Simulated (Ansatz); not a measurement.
## 1T-SrBrI monolayer in a perpendicular field

Aim: how the 1T-SrBrI monolayer screens a field along its normal, and what the field does to its bands. A positive field points along +c.

Main program and level: Ansatz 0.2.0; plane-wave DFT, PBE-D3(BJ), Ansatz PAW (set soft_1); PAW set soft_1.

Most raw output is cut from this account.

## (1) The structure

The cell holds 3 atoms: 1 I, 1 Sr and 1 Br. Its edges and angles: a = 4.390 Å, b = 4.390 Å, c = 38.590 Å, α = 90.0°, β = 90.0°, γ = 120.0°. Vacuum lies along c.

## (2) Relaxing the slab

The starting cell is a guess, so the in-plane lattice and the atoms are relaxed first, with the slab cut off from its images along the normal.

input.yaml

```yaml
crystal:
  lattice:
    - [4.390315, 0.0, 0.0]
    - [-2.1951575, 3.8021243206, 0.0]
    - [0.0, 0.0, 38.5904707205]
  atoms:
    - { symbol: I, position: [0.6666666667, 0.3333333333, 0.4508885141] }
    - { symbol: Sr, position: [0.0, 0.0, 0.5041143099] }
    - { symbol: Br, position: [0.3333333333, 0.6666666667, 0.5491114859] }
  periodic: [true, true, false]
kpoints:
  mp_grid: { grid: [12, 12, 1] }
hamiltonian:
  xc: pbe
  dispersion: d3bj
  pseudopotentials: { kind: paw, azcp: { folder: soft_1 } }
scf:
  occupations: { method: fermi_dirac, width: 0.05 }
  convergence: { dr2_threshold: 1.0e-09 }
relax:
  f_tol: 0.004
  max_steps: 90
  cell: {}
output:
  write_potential: true
  write_density: true
  volumetric_format: npy
```

Command:

```bash
$ ansatz run input.yaml --threads 2 --pin off --max-ram 3072MiB --backend cpu --events-out ev --progress --plain --runs-dir out
```

Wall time 2 min (2 threads of Arm Neoverse V1, shared host); peak memory 0.85 GiB; 3.9 min of CPU time.

Relaxation path:

| step | energy less that of the first step (eV) | largest force component (eV/Å) | volume (Å³) |
| --- | --- | --- | --- |
| 1 | 0.0000 | 0.2822 | 644.17 |
| 2 | -0.0493 | 0.0672 | 664.82 |
| 3 | -0.0674 | 0.0929 | 683.32 |
| 4 | -0.0802 | 0.0394 | 710.67 |
| 5 | -0.0806 | 0.0099 | 713.59 |
| 6 | -0.0806 | 0.0109 | 713.89 |
| 7 | -0.0806 | 0.0002 | 714.01 |
| 8* | -0.0810 | 0.0003 | 714.01 |

Relaxation steps marked * repeat the geometry before them on a plane-wave basis chosen anew for their cell, so energy and pressure can jump there.

Forces are held to the 6 operations that the run works with; a distortion that breaks them can't arise in this run.

| cell as run | before | after | change |
| --- | --- | --- | --- |
| a (Å) | 4.390 | 4.622 | +5.3 % |
| b (Å) | 4.390 | 4.622 | +5.3 % |

The atoms that moved most (Å, along periodic axes as changes of fractional coordinates times the final cell, across vacuum about the mean position):

```
atom     dx     dy      dz  length
 Br3  0.000  0.000  -0.196   0.196
  I1  0.000  0.000   0.180   0.180
 Sr2  0.000  0.000   0.016   0.016
```

Final coordinates:

```
I Sr Br
1.0
     4.62217    0.00000    0.00000
    -2.31108    4.00291    0.00000
     0.00000    0.00000   38.59047
I Sr Br
1 1 1
Direct
  0.66667 0.33333 0.45556
  0.00000 0.00000 0.50453
  0.33333 0.66667 0.54402
```

Numbers from this step:

```yaml
gap_on_the_k_mesh: 4.440 eV
```

The lattice constant a goes from 4.390 to 4.622 Å.

## (3) Atoms held, field 0

A sawtooth potential applies the field, turning back in the middle of the vacuum. With the dipole correction the typed value is the field outside the slab. The induced dipole is small, so the SCF threshold is tight.

The cell differs from the one that the last finished run ended in (c 38.590 → 21.414 Å).

input.yaml

```yaml
crystal:
  lattice:
    - [4.6221657186, 0.0, 0.0]
    - [-2.3110828593, 4.0029129328, 0.0]
    - [0.0, 0.0, 21.4138442578]
  atoms:
    - { symbol: I, position: [0.6666666667, 0.3333333333, 0.4202888511] }
    - { symbol: Sr, position: [0.0, 0.0, 0.5085491801] }
    - { symbol: Br, position: [0.3333333333, 0.6666666667, 0.5797111489] }
kpoints:
  mp_grid: { grid: [12, 12, 1] }
  band_path:
    path: [[0, 0, 0], [0.5, 0, 0], [0.33333333, 0.33333333, 0], [0, 0, 0]]
    npoints: 16
hamiltonian:
  xc: pbe
  dispersion: d3bj
  pseudopotentials: { kind: paw, azcp: { folder: soft_1 } }
scf:
  occupations: { method: fermi_dirac, width: 0.02585 }
  convergence: { dr2_threshold: 1.0e-10 }
efield:
  axis: 3
  dipole_correction: true
  ramp_position: 0.97
  ramp_width: 0.06
  amplitude: 0
output:
  dos: { projected: true, e_range: [-6, 5] }
  write_potential: true
  write_density: true
  volumetric_format: npy
  elf: true
```

Wall time 20 s (2 threads); peak memory 0.61 GiB; 39 s of CPU time.

Numbers from this step:

| Quantity | Value |
| --- | --- |
| dipole along the normal | 0.03088 e·Å |
| gap along the path | 4.440 eV |
| smallest direct gap along the path | 4.503 eV |
| step between the vacuum levels | -0.3020 eV |
| ionisation energy, upper face | 6.689 eV |
| electron affinity, upper face | 2.249 eV |
| ionisation energy, lower face | 6.991 eV |
| gap, the smaller of path and mesh | 4.440 eV |

Running mean over a fixed 2.5 Å (it still follows the layers) of the planar mean; the ramp of the sawtooth is left out. Electron's electrostatic potential energy less the Fermi level against z:

| z (Å) | electron's electrostatic potential energy less the Fermi level (eV) |
| --- | --- |
| 3.0 | 4.77 |
| 3.5 | 4.77 |
| 4.0 | 4.77 |
| 4.5 | 4.77 |
| 5.0 | 4.77 |
| 5.5 | 4.76 |
| 6.0 | 4.74 |
| 6.5 | 4.62 |
| 7.0 | 4.09 |
| 7.5 | 2.67 |
| 8.0 | 0.976 |
| 8.5 | -0.722 |
| 9.0 | -2.04 |
| 9.5 | -4.07 |
| 10.0 | -5.86 |
| 10.5 | -6.12 |
| 11.0 | -6.26 |
| 11.5 | -6.73 |
| 12.0 | -5.32 |
| 12.5 | -2.39 |
| 13.0 | -0.496 |
| 13.5 | 1.29 |
| 14.0 | 3.14 |
| 14.5 | 4.15 |
| 15.0 | 4.40 |
| 15.5 | 4.46 |
| 16.0 | 4.47 |
| 16.5 | 4.47 |
| 17.0 | 4.47 |
| 17.5 | 4.47 |
| 18.0 | 4.47 |

The density of states has structure finer than the step of the table below, so its rows give means over 0.2 eV, whole bins alone (the curve runs from -6 to 2.99 eV). Peaks (eV: height): -4.13: 8.99, -3.77: 25.0, -3.60: 72.0, -3.11: 24.2, -2.69: 14.6.

The density of states by energy, zero at the Fermi level of the run, which the smearing sets inside the gap; means over each step:

```csv
energy (eV),density of states (states/eV a cell)
-4.6,0
-4.4,0.371
-4.2,5.58
-4.0,3.40
-3.8,9.38
-3.6,17.2
-3.4,0
-3.2,5.75
-3.0,3.84
-2.8,5.17
-2.6,11.3
-2.4,3.77
-2.2,0.768
-2.0,0
-1.8,0
-1.6,0
-1.4,0
-1.2,0
-1.0,0
-0.8,0
-0.6,0
-0.4,0
-0.2,0
0.0,0
0.2,0
0.4,0
0.6,0
0.8,0
1.0,0
1.2,0
1.4,0
1.6,0
1.8,0
2.0,0
2.2,0.521
2.4,2.50
2.6,3.63
2.8,2.30
```

Projected DOS per atom over height of the atomic layer and energy from the Fermi level. Layers: I Sr Br from below.

Ten even steps from '0' (0.0 states/eV) to '9' (8.5 states/eV), each cell a mean:
```
000
000
000
000
000
000
000
000
000
000
000
000
000
701
400
000
109
004
000
000
000
000
```
Columns: height of the atomic layer (Å) from 9 to 12.4 (not evenly spaced); rows upwards: energy from the Fermi level (eV) from -5.96 to 2.95.

Electronic bands along the path, in eV, zero at the Fermi level of the run, which the smearing sets inside the gap:

```
  point  band 14  band 15  band 16  band 17  band 18  band 19  band 20  band 21
      Γ    -3.60    -2.66    -2.22    -2.22     2.28     3.13     3.13     3.30
halfway    -3.59    -2.96    -2.54    -2.41     2.53     3.31     3.67     3.76
      M    -3.60    -3.17    -2.71    -2.56     2.22     4.02     4.20     4.52
halfway    -3.63    -3.13    -2.80    -2.70     2.62     3.80     4.02     4.71
      K    -3.62    -3.08    -2.99    -2.74     3.33     3.42     3.68     4.67
halfway    -3.62    -3.02    -2.56    -2.53     2.82     3.16     3.53     4.01
      Γ    -3.60    -2.66    -2.22    -2.22     2.28     3.13     3.13     3.30
```

Valence density in the ca plane at fractional y = 0.000, with atoms of Sr within 0.2 Å of it. It is the smooth field of the valence electrons, not physical close to the nuclei.

Values in e/Å³, 7 rows by 16 columns, each cell a mean:
```
0.0 0.0 0.0 0.0 0.0 0.0 0.0 0.1 1.3 1.9 0.2 0.0 0.0 0.0 0.0 0.0
0.0 0.0 0.0 0.0 0.0 0.0 0.0 0.1 0.3 0.4 0.1 0.0 0.0 0.0 0.0 0.0
0.0 0.0 0.0 0.0 0.0 0.0 0.1 0.2 0.1 0.1 0.1 0.1 0.0 0.0 0.0 0.0
0.0 0.0 0.0 0.0 0.0 0.0 0.1 0.2 0.1 0.1 0.2 0.1 0.0 0.0 0.0 0.0
0.0 0.0 0.0 0.0 0.0 0.0 0.1 0.1 0.1 0.1 0.1 0.0 0.0 0.0 0.0 0.0
0.0 0.0 0.0 0.0 0.0 0.0 0.0 0.1 0.5 0.8 0.1 0.0 0.0 0.0 0.0 0.0
0.0 0.0 0.0 0.0 0.0 0.0 0.0 0.1 1.5 2.1 0.2 0.0 0.0 0.0 0.0 0.0
```
Columns run along c (16.0 Å, from fractional 0.09 to 0.84 of the cell), rows up along a (4.6 Å). Atoms in or near the plane, at fractional coordinates: Sr at (0.51, 0.00).

ELF in the ca plane at fractional y = 0.000, with atoms of Sr within 0.2 Å of it. It is the smooth field of the valence electrons, not physical close to the nuclei.

Values, 7 rows by 16 columns, each cell a mean:
```
0.00 0.00 0.00 0.00 0.00 0.00 0.03 0.06 0.67 0.70 0.24 0.01 0.00 0.00 0.00 0.00
0.00 0.00 0.00 0.00 0.00 0.06 0.30 0.33 0.27 0.40 0.16 0.19 0.03 0.00 0.00 0.00
0.00 0.00 0.00 0.00 0.02 0.23 0.64 0.72 0.28 0.13 0.60 0.51 0.13 0.01 0.00 0.00
0.00 0.00 0.00 0.00 0.03 0.30 0.70 0.76 0.39 0.23 0.71 0.58 0.17 0.01 0.00 0.00
0.00 0.00 0.00 0.00 0.01 0.18 0.57 0.66 0.20 0.10 0.48 0.44 0.10 0.01 0.00 0.00
0.00 0.00 0.00 0.00 0.00 0.03 0.18 0.20 0.42 0.61 0.12 0.10 0.02 0.00 0.00 0.00
0.00 0.00 0.00 0.00 0.00 0.00 0.01 0.06 0.67 0.58 0.29 0.01 0.00 0.00 0.00 0.00
```
Columns run along c (16.0 Å, from fractional 0.09 to 0.84 of the cell), rows up along a (4.6 Å). Atoms in or near the plane, at fractional coordinates: Sr at (0.51, 0.00).

Electrostatic potential energy in the ca plane at fractional y = 0.000, with atoms of Sr within 0.2 Å of it. With pseudopotentials it is smooth inside the atoms' cores, unlike the true potential.

Ten even steps from '0' (-27 eV) to '9' (3 eV), each cell a mean:
```
99999999999999987400001578999999999999999999
99999999999999988630014789999999999999999999
99999999999999998765457889999999999999999999
99999999999999998887778899999999999999999999
99999999999999888998888999999999999999999999
99999999999998888999999989999999999999999999
99999999999999888999999999999999999999999999
99999999999999988888888899999999999999999999
99999999999999998876677899999999999999999999
99999999999999998752135789999999999999999999
99999999999999987510002688999999999999999999
99999999999999987400000578999999999999999999
```
Columns run along c (16.0 Å, from fractional 0.17 to 0.92 of the cell; values clipped at the 3rd and 97th percentile), rows up along a (4.6 Å). Atoms in or near the plane, at fractional coordinates: Sr at (0.51, 0.00).

The gap is 4.44 eV, with the valence edge 6.69 eV and the conduction edge 2.25 eV under the upper vacuum level. Spin-orbit coupling, left out in this run, matters for the bands of elements this heavy.

## (4) Single point, field 0.1 V/Å

input.yaml, as its differences from that of step 3:

```diff
@@ -24,7 +24,6 @@
   dipole_correction: true
-  ramp_position: 0.97
-  ramp_width: 0.06
-  amplitude: 0
+  ramp_position: 0.9486
+  ramp_width: 0.0939
+  amplitude: 0.1
 output:
-  dos: { projected: true, e_range: [-6, 5] }
   write_potential: true
@@ -32,2 +31 @@
   volumetric_format: npy
-  elf: true
```

Elapsed: 20 s, on 2 threads; peak memory 0.57 GiB.

The dipole is 0.0779 e·Å, 0.0470 e·Å from its value without field, and the gap 4.473 eV.

## (5) Atoms held, field -0.1 V/Å

input.yaml, as its differences from that of step 4:

```diff
@@ -26,3 +26,3 @@
   ramp_width: 0.0939
-  amplitude: 0.1
+  amplitude: -0.1
 output:
```

It took 19 s on 2 threads; peak memory 0.57 GiB; 38 s of CPU time.

The dipole is -0.0161 e·Å, -0.0470 e·Å from its value without field, and the gap 4.406 eV.

## (6) Response, atoms held

This step: plane-wave DFT, PBE-D3(BJ), Ansatz PAW (set soft_1); response to a field along the normal, atoms held; PAW set soft_1 (Ansatz 0.2.0).

The dipoles give the slope, and the difference of two potentials shows where the field is screened.

This step gave:

- equivalent conductor thickness p/(ε₀AE): 4.598 Å
- distance between the outer atoms: 3.414 Å

The dipole of the cell by applied field:

```
applied field (V/Å)  dipole of the cell (e·Å)
            -0.1000                   -0.0161
             0.0000                    0.0309
             0.1000                    0.0779
```

Local field over the applied field, running mean. From the potentials at -0.1 and 0.1 V/Å; running mean over 2.5 Å. The local field over applied field by z:

z (Å), local field over applied field and a bar from the least value:
```
     4.02      1.000 ##############################
     4.31      0.999 ##############################
     4.76      0.998 ##############################
     5.06      0.996 ##############################
     5.50      0.988 ##############################
     5.80      0.977 #############################
     6.25      0.943 ############################
     6.54      0.902 ##########################
     6.84      0.840 ########################
     7.29      0.716 ###################
     7.58      0.621 ################
     8.03      0.473 ##########
     8.33      0.380 #######
     8.77      0.267 ##
     9.07      0.221 #
     9.37      0.203 
     9.81      0.211 
    10.11      0.227 #
    10.56      0.250 ##
    10.86      0.261 ##
    11.30      0.273 ###
    11.60      0.276 ###
    12.05      0.291 ###
    12.34      0.322 ####
    12.64      0.374 ######
    13.09      0.484 ###########
    13.38      0.569 ##############
    13.83      0.700 ###################
    14.13      0.784 ######################
    14.57      0.888 ##########################
    14.87      0.934 ############################
    15.17      0.964 #############################
    15.61      0.986 #############################
    15.91      0.993 ##############################
    16.36      0.998 ##############################
    16.66      0.999 ##############################
    17.10      1.000 ##############################
    17.40      1.000 ##############################
```

Electrons, planar mean, per unit field. Table of induced electron density by z:

```
z (Å)  induced electron density (e/Å³ per V/Å)
  4.5                                   4.4e-6
  5.0                                   1.5e-5
  5.5                                   5.0e-5
  6.0                                   1.6e-4
  6.5                                   4.6e-4
  7.0                                  0.00121
  7.5                                  0.00256
  8.0                                  0.00322
  8.5                                  0.00157
  9.0                                   5.3e-4
  9.5                                  -3.7e-4
 10.0                                 -0.00134
 10.5                                  -7.6e-4
 11.0                                   3.8e-4
 11.5                                   8.6e-4
 12.0                                   7.1e-7
 12.5                                  -6.3e-4
 13.0                                 -0.00218
 13.5                                 -0.00299
 14.0                                 -0.00171
 14.5                                  -6.9e-4
 15.0                                  -2.4e-4
 15.5                                  -7.7e-5
 16.0                                  -2.3e-5
 16.5                                  -6.5e-6
 17.0                                  -1.8e-6
```

The smaller of the gaps on the path and on the k-mesh, counted as 0 under 0.03 eV; in a wide-gap layer a fall can come from a state in the tilted vacuum. The gap by applied field:

```csv
applied field (V/Å),gap (eV)
-0.1000,4.41
0.0000,4.44
0.1000,4.47
```

By hand: between -0.1 and 0.1 V/Å the dipole changes by 0.09404 e·Å, a slope of 0.4702 e·Å²/V. A perfect conductor of thickness t has p = ε₀AEt, so t = 180.95 × 0.4702 / 18.502 = 4.60 Å (e/ε₀ = 180.95 V·Å, A in Å²).

The induced dipole is that of a conductor 4.60 Å thick.

## (7) Results

| Item | Value |
| --- | --- |
| gap without field | 4.44 eV |
| ionisation energy, upper face | 6.69 eV |
| electron affinity, upper face | 2.25 eV |
| step between the vacuum levels | -0.302 eV |
| equivalent conductor thickness, atoms held | 4.60 Å |

**Reading.** The induced dipole equals that of a perfect conductor 4.60 Å thick, while the outer atoms lie 3.41 Å apart; an out-of-plane ε follows only once a thickness t is chosen, by 1 − 1/ε = 4.60 Å / t. The two faces differ: the vacuum level above lies 0.30 eV lower than the one below. The gap goes from 4.44 eV to 4.41 eV at -0.1 V/Å. Semilocal functionals give gaps that are too small, and excitons are not included. Spin-orbit coupling is left out, which matters for the bands of elements this heavy.

[Logs are printed without paths, hosts, clocks, repeated set-up lines and the standing remarks that a program may print on its own settings, such as how far it seeks lower states.]

[Hosts, paths, dates, database ids (printed as entryN), source tags and the programs' standing remarks are cut or masked in the printed files.]

[Maps of the electrostatic potential energy from Ansatz leave out the sawtooth potential of an applied field or a dipole correction, so their vacuum need not be flat; planar profiles and work functions include it.]

[The density of states shown here was stored with 400 of the rows of the run's finer table, so its peaks can read low, often by over a quarter, or be missed, and its means over a window can be off by a tenth or more.]
